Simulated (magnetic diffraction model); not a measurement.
# Yb3V5Ga4Pt2: what an assumed order does to the neutron pattern

Space group Immm (no. 71), a = 4.1730 Å, b = 9.2800 Å, c = 12.2060 Å.

```csv
site,atom,x,y,z
4g,Pt,0,0.8208,0
4i,Yb,1/2,1/2,0.2941
2c,Yb,1/2,1/2,0
8l,Ga,1/2,0.7778,0.1383
2b,V,1/2,0,0
8l,V,0,0.3674,0.8345
```

The compound is invented for this exercise: a known structure type with other elements, its cell scaled to their sizes and not relaxed.

Only Yb is taken to order (form factors of Yb3+); orders and moment sizes are assumed, and not adapted to the symmetry. Radiation: neutrons of λ = 2.0775 Å, 5° to 60°; isotropic B of 0.2 Å² (Pt), 0.2 Å² (Yb), 0.23 Å² (Ga) and 0.33 Å² (V). Simulated constant-wavelength pattern: nuclear and magnetic terms add, the magnetic one as |2.695 fm × Σ f S⊥ exp(2πi Q·r) exp(−B s²)|², summed over all Q at one angle with the factor 1/(sin²θ cos θ). For collinear order S is the moment m, which repeats by lattice and centring translations R with the sign exp(−2πi k·R). Free-ion form factors, Sears's scattering lengths of 1992, no absorption; a label names one of the reflections at its angle. The strongest nuclear line in the range is 100, and lines under 0.2 are left out.

Assume the order k = (0 0 0), collinear moments along [110], 2.98 μB on Yb; signs + at (1/2, 1/2, 0.2941), + at (1/2, 1/2, 0.7059), + at (1/2, 1/2, 0).

Predict the pattern, nuclear and magnetic parts apart.

```tsv
2θ (°)	index	nuclear	magnetic
16.17	(0 1 1)	3.5	0.6
19.60	(0 0 2)	1.2	1.0
25.87	(0 2 0)	0.1	1.7
30.50	(1 0 1)	0.9	0.3
31.68	(1 1 0)	45.4	9.7
32.37	(0 1 3)	19.9	7.6
32.67	(0 2 2)	6.8	0.3
37.53	(1 1 2)	0.0	0.8
39.80	(0 0 4)	2.1	1.6
40.42	(1 2 1)	0.0	0.2
40.54	(0 3 1)	19.7	0.0
41.78	(1 0 3)	3.7	4.7
48.09	(0 2 4)	16.4	1.6
49.42	(1 3 0)	12.1	2.1
49.80	(1 2 3)	100.0	4.9
49.90	(0 3 3)	14.8	1.6
51.74	(1 1 4)	28.4	3.3
52.21	(0 1 5)	3.6	0.5
53.20	(0 4 0)	16.4	0.4
53.66	(1 3 2)	16.7	0.2
57.24	(0 4 2)	2.8	0.1
59.07	(1 0 5)	14.7	0.3
59.72	(2 0 0)	29.7	1.4
```

The strongest magnetic line in the range is (1 1 0) at 31.68° (9.7). On top of the Lorentz factor, which all lines share, magnetic lines fade with angle because f falls: for Yb3+ it is 0.97, 0.88, 0.76 and 0.51 at sin θ/λ = 0.1, 0.2, 0.3 and 0.5 Å⁻¹, while nuclear lengths stay constant. The net moment is 8.94 μB a primitive cell.

[Logs are printed without paths, hosts, clocks, repeated set-up lines and the standing remarks that a program may print on its own settings, such as how far it seeks lower states.]
